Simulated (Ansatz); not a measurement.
# Settings and their price: Y(10-11)/Al(100) interface (88 atoms)

The cell holds 88 atoms: 28 Y and 60 Al. Its edges and angles: a = 12.947 Å, b = 14.332 Å, c = 22.313 Å, α = 90.0°, β = 90.0°, γ = 63.1°. It derives from Y and Al. Hcp Y(10-11), 2 repeat layers, 7 surface cells, strained -1.07 and -0.09 %; fcc Al(100), 3 layers, 20 cells, +1.09 and +0.09 %; outer planes 3.04 Å apart, 12 Å of vacuum above; not relaxed, displaced by a Gaussian of 0.02 Å. Regions: Y, 28 atoms (28 Y); Al, 60 atoms (60 Al). Vacuum lies along c.

Geometry: as built.

Reference run: Kohn-Sham DFT, PBE, PAW (set soft_2), plane waves (Ansatz 0.2.0), cutoff 420 eV, k-mesh 2×2×1, fermi-dirac smearing of 0.1 eV.

- r.m.s. force component: 0.2213 eV/Å
- spacing of highest filled and lowest empty level: 0.0057 eV
- SCF cycles: 10
- time: 4.4 min on 8 threads of Arm Neoverse N1, shared host

Q: Estimate how much each variant changes the results, and its time and memory.
- support functions medium
- support functions low
- support functions high
- support functions medium, radius 4.2 Å
- support functions medium, radius 4.54 Å
- support functions medium, radius 4.84 Å
- support functions medium, radius 5.19 Å
- support functions medium, radius 5.84 Å

Differences are against the plane-wave reference (Kohn-Sham DFT, PBE, PAW (set soft_2), plane waves), whose r.m.s. force component is 0.221 eV/Å. Energies are set beside the reference only for runs with its functional, potentials and electron count. Times are for 8 threads of Arm Neoverse N1, shared host. The reference's time includes the DOS, ELF and grids, which some other runs skip.

| run | Δ force, r.m.s. (meV/Å) | share of r.m.s. force (%) | Δ energy (meV/atom) | cycles | time | host memory (GiB) |
| --- | --- | --- | --- | --- | --- | --- |
| reference | - | - | - | 10 | 4.4 min | 13 |
| support functions medium | 0.327 | 0.148 | -0.540 | 25 | 4.3 min | 4.9 |
| support functions low | 0.335 | 0.151 | -0.540 | 22 | 4.1 min | 4.8 |
| support functions high | 0.311 | 0.141 | -0.383 | 35 | 15 min | 7.3 |
| support functions medium, radius 4.2 Å | 0.489 | 0.221 | -0.535 | 19 | 3 min | 4.6 |
| support functions medium, radius 4.54 Å | 0.348 | 0.158 | -0.540 | 24 | 4.5 min | 4.9 |
| support functions medium, radius 4.84 Å | 0.338 | 0.153 | -0.542 | 25 | 5.3 min | 5.2 |
| support functions medium, radius 5.19 Å | 0.327 | 0.148 | -0.542 | 24 | 6.3 min | 5.5 |
| support functions medium, radius 5.84 Å | 0.304 | 0.138 | -0.543 | 30 | 12 min | 6.6 |

Among numerical settings the force difference runs from 0.30 meV/Å (support functions medium, radius 5.84 Å) to 0.49 meV/Å (support functions medium, radius 4.2 Å). Differences between support functions and plane waves include what basis error the plane-wave run still has. As the radius goes from 4.2 to 5.84 Å, the force difference goes from 0.49 to 0.30 meV/Å, and the time from 3 min to 12 min. The slab bears a dipole and has periodic images along its normal, so a spurious field crosses the vacuum.

[Hosts, paths, dates, database ids (printed as entryN), source tags and the programs' standing remarks are cut or masked in the printed files.]
